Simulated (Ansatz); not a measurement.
# MgO (Periclase, Fm-3m): zone-centre modes under pressure

Aim: how do the optical modes of MgO (Periclase, Fm-3m) move with volume?

Program: Ansatz 0.2.0. Level of theory: DFT LDA, scalar-relativistic, plane waves, PAW; PAW set soft_1. Results are calculated unless marked as measured.

The database entry behind the starting cell differs from later determinations by our own check (about 0.1 % long), so it need not match the best structure at ambient conditions.

## 1. The structure

The structure is cubic, space group Fm-3m (No. 225). Conventional cell: a = 4.217 Å, b = 4.217 Å, c = 4.217 Å, α = 90.00°, β = 90.00°, γ = 90.00°. Nearest to O lie 6 Mg at 2.11 Å. Mg has 6 O at 2.11 Å nearest. Farther neighbours and most contacts between anions are not listed.

## 2. Bringing the structure to rest

The cell and atoms are relaxed, since residual forces and stress would shift the frequencies.

The input, input.yaml:

```yaml
crystal:
  lattice:
    - [0.0, 2.1085, 2.1085]
    - [2.1085, 0.0, 2.1085]
    - [2.1085, 2.1085, 0.0]
  atoms:
    - { symbol: O, position: [0.5, 0.5, 0.5] }
    - { symbol: Mg, position: [0.0, 0.0, 0.0] }
kpoints:
  mp_grid: { grid: [10, 10, 10] }
hamiltonian:
  xc: lda
  pseudopotentials: { kind: paw, azcp: { folder: soft_1 }, xc_functional: pbe }
scf:
  occupations: { method: gaussian, width: 0.02 }
output:
  forces: true
  stress: true
  eigenvalues: true
  write_density: true
  write_potential: true
  elf: true
  volumetric_format: npy
relax:
  adjacent_minimum: "off"
  f_tol: 0.005
  max_steps: 80
  cell: { stress_tol: 0.05 }
```

The run is started by

```console
ansatz run input.yaml --threads 4 --pin off --max-ram 10240MiB --backend cpu --events-out ev --progress --plain --runs-dir out
```

Numbers of over 12 decimals in the logs are rounded to 6 here.

Output:

```text
Engine: ansatz 0.2.0, aarch64-unknown-linux-gnu
Pseudopotentials: kind: paw
Pseudopotential: O, paw, valence charge 6, recommended cutoff 420 eV (normal), soft_1/O.paw.azcp
Pseudopotential: Mg, paw, valence charge 10, recommended cutoff 420 eV (normal), soft_1/Mg.paw.azcp
Functional definition: SPW92
  exchange = slater_x
  correlation = pw_c
Crystal: 2 atoms, lattice volume = 18.748 Å³
Basis set: ecut = 420 eV, 339 PW (Γ)
Bands: 12, of which v1, the nominal top of the filled ones, is band 8 counted from 1 (7 counted from 0)
Symmetry: 48 space group operations
Space group: Fm-3m (ITA 225), of the structure as read, at distance tolerance 2.7e-5 Å
k-points: 47 of 1000
Non-local potential: O, projectors of the file, l = 0: 2, l = 1: 2, l = 2: 1
Non-local potential: Mg, projectors of the file, l = 0: 3, l = 1: 2, l = 2: 1
PAW form: soft (Blöchl's): semilocal exchange-correlation on the pseudo side does not see the compensation charge
PAW frozen core: O, regenerated for the run's functional, and the local potential with it (the file was generated under x = pbe(κ = 0.804, μ = 0.219515), c = pbe(β = 0.066725))
PAW frozen core: Mg, regenerated for the run's functional, and the local potential with it (the file was generated under x = pbe(κ = 0.804, μ = 0.219515), c = pbe(β = 0.066725))
PAW one-centre angular grid: O, 110 points (default); XC on 64 Gauss nodes
PAW one-centre angular grid: Mg, 110 points (default); XC on 64 Gauss nodes
Initial density: superposition of atomic densities (chi_scale 0.1, normalization cell, long waves kept (reshape's long-wave potential 0.00 eV rms))
Initial wavefunctions: pseudopotential atomic-orbital guess
Functional: x = slater, c = lda
SCF iter   1: F=—  HF=-2460.095724 eV  |F-HF|=—  |Δ(HF+E_count)|=         —  Δρ=6.83e-2  dr2=4.50e-1  ethr=3.10e-3  ⟨swp⟩=6.0  Hψ=3452  notcnv=0
preconditioner: auto → none  [insulator: Δε(μ)=4.373 eV  Ē_g=18.047 eV  σ=0.020 eV  W_gap=1.00  n_scr=8 (ndim 8)  ℏωp=24.3 eV  f_vac=0.000  D(μ)=0.00/eV (n_scr^D=0)  ε∞_Penn≈2.8]
SCF iter   2: F=—  HF=-2460.027240 eV  |F-HF|=—  |Δ(HF+E_count)|=   6.85e-2  Δρ=2.59e-2  dr2=7.32e-2  ethr=2.81e-3  ⟨swp⟩=2.1  Hψ=1149  notcnv=0
SCF iter   3: F=—  HF=-2460.045714 eV  |F-HF|=—  |Δ(HF+E_count)|=   1.85e-2  Δρ=4.15e-3  dr2=2.09e-3  ethr=4.58e-4  ⟨swp⟩=2.6  Hψ=1007  notcnv=0
SCF iter   4: F=—  HF=-2460.047074 eV  |F-HF|=—  |Δ(HF+E_count)|=   1.36e-3  Δρ=2.75e-4  dr2=9.85e-6  ethr=1.31e-5  ⟨swp⟩=2.0  Hψ=1128  notcnv=0
SCF iter   5: F=—  HF=-2460.047073 eV  |F-HF|=—  |Δ(HF+E_count)|=   7.10e-7  Δρ=1.18e-4  dr2=1.15e-6  ethr=6.16e-8  ⟨swp⟩=2.0  Hψ=938  notcnv=0
SCF iter   6: F=-2460.047072 eV  HF=-2460.047072 eV  |F-HF|=1.91e-8  |Δ(HF+E_count)|=   7.16e-7  Δρ=1.20e-5  dr2=8.12e-9  ethr=6.25e-10  ⟨swp⟩=5.9  Hψ=3329  notcnv=0
SCF 1 converged in 6 iterations: F = -2460.047072 eV  dr2 = 8.12e-9
  greatest PAW one-centre occupation: 1.000 electrons in one spin orbital (limit 2), on the Mg atom at site 1 (counted from 0), in its partial waves of l = 1
relax step   1: F+E_penalty+E_count = -2460.04707235 eV  Δ(F+E_penalty+E_count) = +0.000e0 eV  max|allowed force component| = 1.133e-29 eV/Å  Δτ_max = 0.0000 Å  P = -6.397 GPa  Ω = 18.748 Å³  (6 SCF iters, dr2 threshold 1.00e-7 eV, accepted)
Crystal: 2 atoms, lattice volume = 18.430 Å³
Initial density: handed on by an earlier stage of this run
Initial wavefunctions: those handed on with the density
iter 1 solved again at ethr=3.14e-6 eV; its pass at ethr=3.10e-3 eV (dr2=5.02e-4 eV) is discarded
SCF iter   1: F=—  HF=-2460.058360 eV  |F-HF|=—  |Δ(HF+E_count)|=         —  Δρ=1.94e-3  dr2=4.92e-4  ethr=3.14e-6  ⟨swp⟩=2.1  Hψ=4044  notcnv=0
preconditioner: auto → none  [insulator: Δε(μ)=4.807 eV  Ē_g=18.397 eV  σ=0.020 eV  W_gap=1.00  n_scr=8 (ndim 8)  ℏωp=24.5 eV  f_vac=0.000  D(μ)=0.00/eV (n_scr^D=0)  ε∞_Penn≈2.8]
SCF iter   2: F=—  HF=-2460.058227 eV  |F-HF|=—  |Δ(HF+E_count)|=   1.33e-4  Δρ=6.11e-4  dr2=4.95e-5  ethr=3.07e-6  ⟨swp⟩=2.4  Hψ=734  notcnv=0
SCF iter   3: F=—  HF=-2460.058216 eV  |F-HF|=—  |Δ(HF+E_count)|=   1.16e-5  Δρ=1.02e-4  dr2=9.95e-7  ethr=3.09e-7  ⟨swp⟩=2.1  Hψ=685  notcnv=0
iter 4 did not close the SCF: its close was put off for the readings that it lacked (scf_convergence_deferred on its scf_iter line)
SCF iter   4: F=-2460.058215 eV  HF=-2460.058215 eV  |F-HF|=1.96e-8  |Δ(HF+E_count)|=   4.45e-8  Δρ=1.24e-5  dr2=1.76e-8  ethr=6.22e-9  ⟨swp⟩=2.1  Hψ=927  notcnv=0
iter 5 did not close the SCF: its close was put off for the readings that it lacked (scf_convergence_deferred on its scf_iter line)
SCF iter   5: F=-2460.058215 eV  HF=-2460.058215 eV  |F-HF|=2.23e-10  |Δ(HF+E_count)|=   9.03e-9  Δρ=1.94e-6  dr2=5.08e-10  ethr=1.10e-10  ⟨swp⟩=2.3  Hψ=935  notcnv=0
SCF iter   6: F=-2460.058215 eV  HF=-2460.058215 eV  |F-HF|=2.46e-11  |Δ(HF+E_count)|=  5.68e-11  Δρ=4.70e-7  dr2=1.28e-11  ethr=3.17e-12  ⟨swp⟩=4.3  Hψ=2786  notcnv=0
SCF 2 converged in 6 iterations: F = -2460.058215 eV  dr2 = 1.28e-11
relax step   2: F+E_penalty+E_count = -2460.05821546 eV  Δ(F+E_penalty+E_count) = -1.114e-2 eV  max|allowed force component| = 7.059e-30 eV/Å  Δτ_max = 0.0000 Å  P = -3.723 GPa  Ω = 18.430 Å³  energy of the carried Pulay correction = +1.066e-3 eV  (6 SCF iters, dr2 threshold 2.00e-7 eV, accepted)
Crystal: 2 atoms, lattice volume = 18.005 Å³
iter 1 solved again at ethr=5.83e-6 eV; its pass at ethr=3.10e-3 eV (dr2=9.32e-4 eV) is discarded
SCF iter   1: F=—  HF=-2460.064715 eV  |F-HF|=—  |Δ(HF+E_count)|=         —  Δρ=2.76e-3  dr2=9.83e-4  ethr=5.83e-6  ⟨swp⟩=1.0  Hψ=4141  notcnv=0
preconditioner: auto → none  [insulator: Δε(μ)=5.047 eV  Ē_g=18.672 eV  σ=0.020 eV  W_gap=1.00  n_scr=8 (ndim 8)  ℏωp=24.8 eV  f_vac=0.000  D(μ)=0.00/eV (n_scr^D=0)  ε∞_Penn≈2.8]
SCF iter   2: F=—  HF=-2460.064438 eV  |F-HF|=—  |Δ(HF+E_count)|=   2.77e-4  Δρ=8.50e-4  dr2=9.59e-5  ethr=5.83e-6  ⟨swp⟩=2.4  Hψ=819  notcnv=0
SCF iter   3: F=—  HF=-2460.064415 eV  |F-HF|=—  |Δ(HF+E_count)|=   2.32e-5  Δρ=1.49e-4  dr2=1.96e-6  ethr=6.00e-7  ⟨swp⟩=2.1  Hψ=699  notcnv=0
iter 4 did not close the SCF: its close was put off for the readings that it lacked (scf_convergence_deferred on its scf_iter line)
SCF iter   4: F=-2460.064415 eV  HF=-2460.064415 eV  |F-HF|=1.25e-8  |Δ(HF+E_count)|=   1.47e-7  Δρ=9.54e-6  dr2=1.23e-8  ethr=1.22e-8  ⟨swp⟩=1.4  Hψ=637  notcnv=0
iter 5 did not close the SCF: its close was put off for the readings that it lacked (scf_convergence_deferred on its scf_iter line)
SCF iter   5: F=-2460.064415 eV  HF=-2460.064415 eV  |F-HF|=6.41e-11  |Δ(HF+E_count)|=   2.66e-9  Δρ=2.50e-6  dr2=4.46e-10  ethr=7.69e-11  ⟨swp⟩=2.0  Hψ=931  notcnv=0
SCF iter   6: F=-2460.064415 eV  HF=-2460.064415 eV  |F-HF|=4.55e-13  |Δ(HF+E_count)|=  9.41e-11  Δρ=3.27e-7  dr2=7.50e-12  ethr=2.79e-12  ⟨swp⟩=4.9  Hψ=2574  notcnv=0
SCF 3 converged in 6 iterations: F = -2460.064415 eV  dr2 = 7.50e-12
relax step   3: F+E_penalty+E_count = -2460.06441515 eV  Δ(F+E_penalty+E_count) = -6.200e-3 eV  max|allowed force component| = 3.438e-29 eV/Å  Δτ_max = 0.0000 Å  P = +0.220 GPa  Ω = 18.005 Å³  energy of the carried Pulay correction = +2.521e-3 eV  (6 SCF iters, dr2 threshold 2.00e-7 eV, accepted)
[...]
relax step   4: F+E_penalty+E_count = -2460.06435029 eV  Δ(F+E_penalty+E_count) = +6.486e-5 eV  max|allowed force component| = 5.091e-30 eV/Å  Δτ_max = 0.0000 Å  P = -0.007 GPa  Ω = 18.028 Å³  energy of the carried Pulay correction = +2.440e-3 eV  (6 SCF iters, dr2 threshold 1.21e-7 eV, accepted)
[...]
relax step   5: F+E_penalty+E_count = -2460.06240339 eV  Δ(F+E_penalty+E_count) = +1.947e-3 eV  max|allowed force component| = 5.033e-30 eV/Å  Δτ_max = 0.0000 Å  P = -0.213 GPa  Ω = 18.028 Å³  stress off target by 2.13e-1 GPa  SCF on the basis re-selected at this cell (its energy is not comparable with the rows above)  (6 SCF iters)
[...]
relax step   6: F+E_penalty+E_count = -2460.06249132 eV  Δ(F+E_penalty+E_count) = -8.792e-5 eV  max|allowed force component| = 2.238e-29 eV/Å  Δτ_max = 0.0000 Å  P = -0.001 GPa  Ω = 18.006 Å³  energy of the carried Pulay correction = +7.328e-5 eV  (6 SCF iters, dr2 threshold 1.14e-7 eV, accepted)
iter 1 solved again at ethr=1.17e-7 eV; its pass at ethr=3.10e-3 eV (dr2=1.87e-5 eV) is discarded
SCF iter   1: F=—  HF=-2460.062277 eV  |F-HF|=—  |Δ(HF+E_count)|=         —  Δρ=3.00e-5  dr2=2.32e-8  ethr=1.17e-7  ⟨swp⟩=3.2  Hψ=5129  notcnv=0
preconditioner: auto → none  [insulator: Δε(μ)=5.029 eV  Ē_g=18.656 eV  σ=0.020 eV  W_gap=1.00  n_scr=8 (ndim 8)  ℏωp=24.8 eV  f_vac=0.000  D(μ)=0.00/eV (n_scr^D=0)  ε∞_Penn≈2.8]
SCF iter   2: F=—  HF=-2460.062277 eV  |F-HF|=—  |Δ(HF+E_count)|=   5.63e-7  Δρ=1.34e-5  dr2=3.89e-9  ethr=1.45e-10  ⟨swp⟩=2.1  Hψ=848  notcnv=0
SCF iter   3: F=—  HF=-2460.062277 eV  |F-HF|=—  |Δ(HF+E_count)|=   1.21e-9  Δρ=2.12e-6  dr2=9.38e-11  ethr=2.43e-11  ⟨swp⟩=1.1  Hψ=577  notcnv=0
iter 4 did not close the SCF: its close was put off for the readings that it lacked (scf_convergence_deferred on its scf_iter line)
SCF iter   4: F=-2460.062277 eV  HF=-2460.062277 eV  |F-HF|=0.00e0  |Δ(HF+E_count)|=  4.41e-11  Δρ=1.01e-7  dr2=7.25e-13  ethr=1.00e-12  ⟨swp⟩=1.7  Hψ=660  notcnv=0
iter 5 did not close the SCF: its close was put off for the readings that it lacked (scf_convergence_deferred on its scf_iter line)
SCF iter   5: F=-2460.062277 eV  HF=-2460.062277 eV  |F-HF|=0.00e0  |Δ(HF+E_count)|=  1.36e-12  Δρ=1.29e-8  dr2=1.41e-14  ethr=1.00e-12  ⟨swp⟩=1.0  Hψ=564  notcnv=0
iter 6 did not close the SCF: its close was put off for the readings that it lacked (scf_convergence_deferred on its scf_iter line)
SCF iter   6: F=-2460.062277 eV  HF=-2460.062277 eV  |F-HF|=4.55e-13  |Δ(HF+E_count)|=  4.55e-13  Δρ=1.30e-9  dr2=1.40e-16  ethr=1.00e-12  ⟨swp⟩=1.0  Hψ=564  notcnv=0
iter 7 did not close the SCF: its close was put off for the readings that it lacked (scf_convergence_deferred on its scf_iter line)
SCF iter   7: F=-2460.062277 eV  HF=-2460.062277 eV  |F-HF|=0.00e0  |Δ(HF+E_count)|=    0.00e0  Δρ=7.51e-10  dr2=4.35e-17  ethr=1.00e-12  ⟨swp⟩=1.0  Hψ=564  notcnv=0
SCF iter   8: F=-2460.062277 eV  HF=-2460.062277 eV  |F-HF|=4.55e-13  |Δ(HF+E_count)|=  4.55e-13  Δρ=4.32e-11  dr2=1.53e-19  ethr=1.00e-12  ⟨swp⟩=2.2  Hψ=1598  notcnv=0
SCF 7 converged in 8 iterations: F = -2460.062277 eV  dr2 = 1.53e-19
relax step   7: F+E_penalty+E_count = -2460.06227658 eV  Δ(F+E_penalty+E_count) = +2.147e-4 eV  max|allowed force component| = 5.358e-30 eV/Å  Δτ_max = 0.0000 Å  P = -0.007 GPa  Ω = 18.006 Å³  stress off target by 7.20e-3 GPa  SCF on the basis re-selected at this cell (its energy is not comparable with the rows above)  (8 SCF iters)
basis re-selected at this cell: Δ(F+E_penalty+E_count) = +2.147e-4 eV, ΔP = -0.006 GPa vs the last step (what re-selecting the basis moved, of the pressure what is left beyond the Pulay correction that the steps carried, after the strain that the cell walked since its last selection, with what the two solves' SCF thresholds leave and, on support functions, any second-order correction that the steps lacked; it is no m [...]
SCF converged after 8 iterations
Free energy (F): -2460.062277 eV
Harris-Foulkes:  -2460.062277 eV  (|F-HF|=4.55e-13)
Internal energy: -2460.062277 eV  (E = F + TS)
E sigma→0 (E₀):  -2460.062277 eV
Fermi energy:    10.659776 eV
--- Per-component energies (eV) ---
  E_band       = -289.090937
  E_kinetic    = 243.463096
  E_local      = -1668.322486  (includes V_loc(G=0)·N_el)
  E_nonlocal   = 249.449615
  E_hartree    = 551.046925
  E_xc         = -99.496515
  E_vxc        = -128.369697  (∫ρ·V_xc dr)
  E_paw        = -431.150851  (= ΣΔE_a)
  E_vpaw       = -87.406146  (= ΣTr[D̂ρ^β])
  E_aug_tail   = 0.000831  (compensation charges beyond the density's cutoff)
  E_ewald      = -1305.300292
  E_core_change = 0.247401  (= ΣΔE_core)
  E_smearing   = -0.000000  (= −TS)
  E_closure    = -0.000000  (closes the sum)
  Σ components = -2460.062277   (vs F -2460.062277, Δ=0.00e0)
--- Forces (eV/Å), atoms counted from 1 ---
  atom   1  O     -0.00000000    -0.00000000    -0.00000000
  atom   2  Mg     0.00000000     0.00000000     0.00000000
  max |Σ_I F_I| component: 1.03e-29 eV/Å
--- Stress (GPa, compression-positive) ---
       -0.007198      -0.000000      -0.000000
       -0.000000      -0.007198      -0.000000
       -0.000000      -0.000000      -0.007198
  P = ⅓ Tr σ = -0.0072 GPa (-0.072 kbar)
--- Band table (eV; the first three rows and the last of 47) ---
  k-point 0: bands = [... 4 lower, -9.0479, 8.1453, 8.1453, 8.1453, 13.1742, 23.8869, 23.8869, 23.8869]
  k-point 1: bands = [... 4 lower, -8.9265, 7.4816, 8.0728, 8.0728, 13.7921, 22.6480, 24.1372, 24.1372]
  k-point 2: bands = [... 4 lower, -8.5919, 6.1105, 7.8887, 7.8887, 14.9617, 21.1649, 24.6572, 24.6572]
  k-point 46: bands = [... 4 lower, -7.2504, 4.6484, 5.4873, 6.3182, 19.1502, 20.1435, 20.4370, 24.3011]
--- Relaxed structure (5 steps of the walk, 5 accepted, 2 SCFs on fresh bases) ---
  F+E_penalty+E_count = -2460.06227658 eV   max|allowed force component| = 5.358e-30 eV/Å   (the final SCF, on the basis selected at the relaxed cell)
  cell:  # Å, volume = 18.0062 Å³
    - [0, 2.080323, 2.080323]
    - [2.080323, 0, 2.080323]
    - [2.080323, 2.080323, 0]
  atoms:
    - { symbol: O, position: [0.5, 0.500000, 0.5] }
    - { symbol: Mg, position: [0, 0, 0] }
```

Run time: 2.6 s. Hardware: 4 threads of Arm Neoverse V1, shared host; peak memory 0.3 GiB.

The steps of the relaxation:

```tsv
step	energy less that of the first step (eV)	largest force component (eV/Å)	pressure (GPa)	volume (Å³)
1	0.0000	0.0000	-6.40	18.75
2	-0.0111	0.0000	-3.72	18.43
3	-0.0173	0.0000	0.22	18.00
4	-0.0173	0.0000	-0.01	18.03
5*	-0.0153	0.0000	-0.21	18.03
6	-0.0154	0.0000	0.00	18.01
7*	-0.0152	0.0000	-0.01	18.01
```

Relaxation steps marked * repeat the geometry before them on a plane-wave basis chosen anew for their cell, so energy and pressure can jump there.

The run keeps the 48 symmetry operations that it works with, so distortions that break them were not tested.

```tsv
conventional cell, symmetrised	before	after	change
a (Å)	4.217	4.161	-1.3 %
b (Å)	4.217	4.161	-1.3 %
c (Å)	4.217	4.161	-1.3 %
volume (Å³/atom)	9.37	9.00	-4.0 %
```

Final coordinates:

```xyz
2
Lattice="0.0000 2.0803 2.0803 2.0803 0.0000 2.0803 2.0803 2.0803 0.0000" Properties=species:S:1:pos:R:3 pbc="T T T"
O     2.0803    2.0803    2.0803
Mg    0.0000    0.0000    0.0000
```

Numbers from this step:

- pressure: -0.007198 GPa
- gap on the k-mesh: 5.029 eV
- volume per atom: 9.003 Å³

Valence density in the ac plane of the conventional cell at fractional y = 0.000, with atoms of O and Mg within 0.2 Å of it. It is the smooth field of the valence electrons, not physical close to the nuclei.

Ten steps, logarithmic in the rise over the least value, from '0' (0 e/Å³) to '9' (26 e/Å³), each cell a mean:
```
97312467531158
64001345421025
10000122210001
11000011000011
43100033200123
65310478620245
76411699831257
75311589731246
54210256400134
22100011000012
10000111100001
32001234310003
86202456531047
98312577641169
```
Columns run along a (4.2 Å), rows up along c (4.2 Å), edges of the conventional cell, whose origin can differ from the input's. Atoms in or near the plane, at fractional coordinates: O at (0.50, 0.00), O at (0.00, 0.50), Mg at (0.00, 0.00), Mg at (0.50, 0.50).

ELF in the ac plane of the conventional cell at fractional y = 0.000, with atoms of O and Mg within 0.2 Å of it. It is the smooth field of the valence electrons, not physical close to the nuclei.

Ten even steps from '_' (0.06) to '@' (0.80), each cell a mean:
```
::--..::%%@@##**@@@@++__::::
::..__..**@@@@@@@@%%==____::
..______--**%%%%##++..______
**++--..__..::::::..__..==++
@@@@##--____....____..++%%@@
%%@@@@++__..--::::__::##@@@@
==%%@@**..::::..::..::%%@@**
**@@@@++__::::::--..::%%@@##
@@@@%%==____::::..__..**@@@@
%%##++..______..______--**%%
::::..__..==++**++--..__..::
..____..++%%@@@@@@##--____..
::::__::##@@@@%%@@@@++__..--
..::..::%%@@**==%%@@**..::::
```
Columns run along a (4.2 Å), rows up along c (4.2 Å), edges of the conventional cell, whose origin can differ from the input's. Atoms in or near the plane, at fractional coordinates: O at (0.50, 0.00), O at (0.00, 0.50), Mg at (0.00, 0.00), Mg at (0.50, 0.50).

Electrostatic potential energy in the ac plane of the conventional cell at fractional y = 0.000, with atoms of O and Mg within 0.2 Å of it. With pseudopotentials it is smooth inside the atoms' cores, unlike the true potential.

Ten even steps from '0' (-76 eV) to '9' (11 eV), each cell a mean:
```
02699754589840
46899976799974
88999999999998
99999999999999
89999866799998
56998621379975
45898400169964
45898400269975
67999744689997
99999988899999
99999999999999
67999988999986
13799755699862
01699644589840
```
Columns run along a (4.2 Å; values clipped at the 3rd and 97th percentile), rows up along c (4.2 Å), edges of the conventional cell, whose origin can differ from the input's. Atoms in or near the plane, at fractional coordinates: O at (0.50, 0.00), O at (0.00, 0.50), Mg at (0.00, 0.00), Mg at (0.50, 0.50).

In this step the volume went from 9.37 to 9.00 Å³/atom.

## 3. Tight relaxation

Phonons need small forces and stress, so the relaxation is finished with tight tolerances on 12×12×12 k points.

The input, input.yaml:

```yaml
crystal:
  lattice:
    - [0.0, 2.0803230023, 2.0803230023]
    - [2.0803230023, 0.0, 2.0803230023]
    - [2.0803230023, 2.0803230023, 0.0]
  atoms:
    - { symbol: O, position: [0.5, 0.5, 0.5] }
    - { symbol: Mg, position: [0.0, 0.0, 0.0] }
kpoints:
  mp_grid: { grid: [12, 12, 12] }
hamiltonian:
  xc: lda
  pseudopotentials: { kind: paw, azcp: { folder: soft_1 }, xc_functional: pbe }
scf:
  occupations: { method: fixed }
output:
  forces: true
  stress: true
  eigenvalues: true
relax:
  adjacent_minimum: "off"
  f_tol: 0.001
  max_steps: 60
  cell: { stress_tol: 0.01 }
```

Output:

```text
[...]
Crystal: 2 atoms, lattice volume = 18.006 Å³
Basis set: ecut = 420 eV, 339 PW (Γ)
Bands: 12, of which v1, the nominal top of the filled ones, is band 8 counted from 1 (7 counted from 0)
Symmetry: 48 space group operations
[...]
k-points: 72 of 1728
[...]
k-point 71: bands = [... 4 lower, -7.2430, 5.0450, 5.0450, 6.2762, 19.8489, 19.8489, 20.4674, 23.8944]
--- Relaxed structure (1 steps of the walk, 1 accepted, 1 SCFs on fresh bases) ---
[...]
cell:  # Å, volume = 18.0062 Å³
    - [0.0, 2.0803230023, 2.0803230023]
    - [2.0803230023, 0.0, 2.0803230023]
    - [2.0803230023, 2.0803230023, 0.0]
  atoms:
    - { symbol: O, position: [0.5, 0.5, 0.5] }
    - { symbol: Mg, position: [0.0, 0.0, 0.0] }
[key lines of the parts left out:]
SCF converged after 5 iterations
Free energy (F): -2460.062319 eV
Fermi energy:    8.145263 eV
P = ⅓ Tr σ = -0.0095 GPa (-0.095 kbar)
```

Elapsed: 1.1 s, on 4 threads; peak memory 0.29 GiB.

Little changed from the start: no atom moved by 0.005 Å and no cell edge by 0.1 %.

This step gave:

```
pressure : -0.009545 GPa
```

The forces vanish by symmetry and the pressure is -0.010 GPa, within the tolerances set. The cell now holds 9.00 Å³/atom.

(Continued in part 2 of 3.)

[Logs are printed without paths, hosts, clocks, repeated set-up lines and the standing remarks that a program may print on its own settings, such as how far it seeks lower states.]

[Hosts, paths, dates, database ids (printed as entryN), source tags and the programs' standing remarks are cut or masked in the printed files.]
